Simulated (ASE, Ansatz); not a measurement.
# (17,17) 1T-TiS2 nanotube (306 atoms): support functions against a reference, part 2 of 2

Wanted: errors and times of a linear-scaling basis for (17,17) 1T-TiS2 nanotube (306 atoms). A setting counts as converged where the r.m.s. difference of forces stays under 1 % of the r.m.s. force.

Ansatz 0.2.0; Kohn-Sham DFT, PBE+D3(BJ), PAW (set soft_2), plane waves.

The cell: 102 Ti and 204 S. Beside vacuum, support functions can miss their usual error bounds without a warning. The main run has no spin polarisation. The Brillouin zone is sampled at Γ only, in a cell whose periodic width is 10 Å.

So far. Step 2 (Plane-wave single point): Mean Löwdin charges: S -0.32, Ti +0.79 e (they miss 0.65 % of the electrons, so they add up to more than the cell's charge). Just under the Fermi level the largest share is S p (62 % of the projected weight), just over it Ti d (77 % of the projected weight).

### 3. Structure statistics (continued)

The surroundings of Ti142, which bears the longest force, nearest first, numbered as they follow in the input and with coordinates relative to it.

| atom | x | y | z | distance (Å) | bonds | Löwdin charge (e) | Fx | Fy | Fz (eV/Å) |
| --- | --- | --- | --- | --- | --- | --- | --- | --- | --- |
| Ti142 | 0.00 | 0.00 | 0.00 | 0.00 | 6 | 0.80 | -0.76 | 1.10 | -0.02 |
| S144 | -0.04 | -2.31 | -0.03 | 2.31 | 3 | -0.27 | 0.01 | -0.62 | 0.08 |
| S243 | 1.69 | -0.24 | 1.71 | 2.42 | 3 | -0.27 | 0.00 | -1.03 | -0.06 |
| S141 | 1.64 | -0.29 | -1.75 | 2.42 | 3 | -0.27 | 0.43 | -0.58 | 0.45 |
| S143 | -1.76 | 0.14 | -1.74 | 2.48 | 3 | -0.35 | 0.42 | -0.41 | 0.25 |
| S245 | -1.79 | 0.16 | 1.74 | 2.50 | 3 | -0.36 | 0.71 | -0.54 | -0.26 |
| S140 | 0.47 | 2.46 | 0.00 | 2.51 | 3 | -0.36 | 0.42 | -0.60 | -0.17 |
| Ti247 | -1.78 | -2.35 | 1.68 | 3.39 | 6 | 0.80 | -0.70 | 0.48 | 0.40 |
| Ti145 | -1.78 | -2.34 | -1.70 | 3.40 | 6 | 0.79 | -0.67 | 0.33 | -0.06 |
| Ti139 | 2.18 | 1.96 | -1.71 | 3.40 | 6 | 0.79 | -0.47 | 1.16 | 0.21 |
| Ti241 | 2.16 | 2.00 | 1.72 | 3.41 | 6 | 0.78 | -0.32 | 1.19 | 0.00 |
| Ti244 | 0.00 | 0.01 | 3.41 | 3.41 | 6 | 0.79 | -0.78 | 0.59 | -0.01 |
| Ti40 | 0.00 | -0.02 | -3.42 | 3.42 | 6 | 0.78 | -0.84 | 0.94 | -0.22 |

The column of bonds counts only the pairs S-Ti within 3.10 Å; other neighbours, such as metal atoms beside each other in a compound, aren't counted, and periodic images can show an atom twice.

### 4. Support functions medium

The cell is solved in localised support functions. The level medium gives here a grid of 216×216×48 points and a radius of 4.24 Å.

This step: Kohn-Sham DFT, PBE+D3(BJ), PAW (set soft_2), localised support functions (medium) (Ansatz 0.2.0).

input.yaml reads:

```yaml
crystal:
  lattice:
    - [46.75449, 0.0, 0.0]
    - [0.0, 46.80402, 0.0]
    - [0.0, 0.0, 10.23]
  atoms:
    [... the 306 atom lines of step 2 ...]
kpoints:
  mp_grid: { grid: [1, 1, 1] }
hamiltonian:
  xc: pbe
  dispersion: d3bj
scf:
  occupations: { method: fermi_dirac, width: 0.025 }
  eigensolver: { kind: { support_functions: { accuracy: medium } } }
  mixing: { beta: 0.2 }
  max_iter: 150
output:
  forces: true
```

Run with:

```sh
$ ansatz run input.yaml --threads 32 --pin off --max-ram 143360MiB --backend cuda --events-out ev --progress --plain --runs-dir out
```

Numbers of over 12 decimals in the logs are rounded to 6 here.

The log of the run:

```text
Warning: scf.eigensolver.kind.support_functions: disabling space-group detection — the functions' gradient is summed over unrotated k-points, so no spatial operation reduces the k-mesh or symmetrises the density; time reversal is kept, so that k and −k are solved as one point where they differ and the mesh holds both, and exact exchange and, on two spinor components, a DFT+U term hold to it where the run has them: [...]
settings of this run that can trade accuracy for cost: scf.eigensolver.kind.support_functions [...]
[...]
GPU FFT provider: cuFFT
GPU libraries: cuBLAS 13.8.1, cuFFT 12.4.0, cuSOLVER 12.3.2
[...]
Crystal: 306 atoms, lattice volume = 22386.289 Å³
Basis set: ecut = 420 eV, 437291 PW (Γ), exchange–correlation on 640×640×144 points (8 copies of the dense FFT grid, shifted against one another)
Bands: 1469, of which v1, the nominal top of the filled ones, is band 1224 counted from 1 (1223 counted from 0)
Symmetry: 1 space group operations
k-points: 1
[...]
GPU buffer pool allocated for 7372800 grid points (all kernels)
Eigensolver: Support functions (medium, 216×216×48 points, laid for a spacing of at most 0.228497 Å, radius 4.235053 Å, 807 sites without an atom, 1 species' potentials softened for the grid, 2 wholly corrected for its errors in the mean over positions, 2 with the egg-box correction, energy correction by stochastic trace)
[...]
SCF iter   1: F=—  HF=-439450.590121 eV  |F-HF|=—  |Δ(HF+E_count)|=         —  Δρ=3.39e-2  dr2=3.70e2  ethr=1.00e-1
[...]
SCF iter  29: F=—  HF=-439449.671326 eV  |F-HF|=—  |Δ(HF+E_count)|=   1.48e-4  Δρ=2.00e-6  dr2=6.94e-6  ethr=4.68e-10  κ⁻¹=8.5e-5(r=7)
SCF iter  30: F=-439449.671644 eV  HF=-439449.671465 eV  |F-HF|=1.79e-4  |Δ(HF+E_count)|=   1.39e-4  Δρ=2.24e-6  dr2=4.13e-6  ethr=2.84e-10
SCF 1 converged in 30 iterations: F = -439449.683480 eV  dr2 = 4.13e-6
[...]
SCF converged after 30 iterations
Stability not checked: this state was not tested for a lower state beside it, because the mixer in use, unlike msr1, does not test its closes by its own steps (another_mixer; see scf.mixing.algorithm and scf.lower_state_search)
Free energy (F): -439449.683480 eV
[...]
Internal energy: -439449.448162 eV  (E = F + TS)
E sigma→0 (E₀):  -439449.565821 eV
Entropy (-TS):   -0.235319 eV (-0.769 meV/atom)
Fermi energy:    -2.213647 eV
[...]
Σ components = -439449.683480   (vs F -439449.683480, Δ=0.00e0)
--- Forces (eV/Å), atoms counted from 1 ---
[... 306 lines of forces left out ...]
  max |Σ_I F_I| component: 2.19e-3 eV/Å
--- Band table (eV) ---
[... left out ...]
  guard bands above this table: 212 of the run's 1469 bands (output.publish_guard_bands: true publishes all)
```

The job ended after 17 s (1 × NVIDIA GB200 with 32 threads of Arm Neoverse V2, shared host; peak memory 3.8 GiB).

That memory is the host's; the program planned up to 17.4 GiB on the GPU.

The program notes that the band table was not solved further than the SCF left it and it switched symmetry off. Further notices: vacuum switching off with vacuum.

Keys that differ from the reference: support_functions.accuracy = "medium", scf.max_iter = 150 and scf.mixing.beta = 0.2.

Forces differ from the reference by 0.49 meV/Å r.m.s., 0.12 % of their size, well within a tolerance of 1 %; the energy by -0.60 meV/atom.

### 5. What each setting buys

Each row is set against the plane-wave reference (Kohn-Sham DFT, PBE+D3(BJ), PAW (set soft_2), plane waves; r.m.s. force component 0.408 eV/Å). Energies are set beside the reference only for runs with its functional, potentials and electron count. Times are for 1 × NVIDIA GB200 with 32 threads of Arm Neoverse V2, shared host. The reference's time includes the DOS, which some other runs skip.

| run | Δ force, r.m.s. (meV/Å) | share of r.m.s. force (%) | Δ energy (meV/atom) | cycles | time | host memory (GiB) | planned on the GPU (GiB) |
| --- | --- | --- | --- | --- | --- | --- | --- |
| reference | - | - | - | 13 | 17 s | 7.9 | 76 |
| support functions medium | 0.488 | 0.119 | -0.602 | 30 | 17 s | 3.8 | 17 |

### 6. Outcome

```
free energy per atom        : -1436.1095 eV/atom
r.m.s. force component      : 0.4083 eV/Å
wall time of the 2 DFT runs : 34 s
```

Against plane waves at 420 eV, the forces differ by 0.49 meV/Å (0.12 %) with support functions medium. Differences between support functions and plane waves include what basis error the plane-wave run still has.

11 levels are partly filled, by over 2 % (at Γ alone): no clear gap opens at this level. Levels of broken or missing bonds inside a gap of the host would look the same. With the cutoffs above, all S atoms have 3 and all Ti atoms have 6 bonded neighbours.

Caveats: The geometry was built by rule, was displaced at random and isn't relaxed at this level: its force components are 0.41 eV/Å r.m.s.

[Logs are printed without paths, hosts, clocks, repeated set-up lines and the standing remarks that a program may print on its own settings, such as how far it seeks lower states.]

[Hosts, paths, dates, database ids (printed as entryN), source tags and the programs' standing remarks are cut or masked in the printed files.]
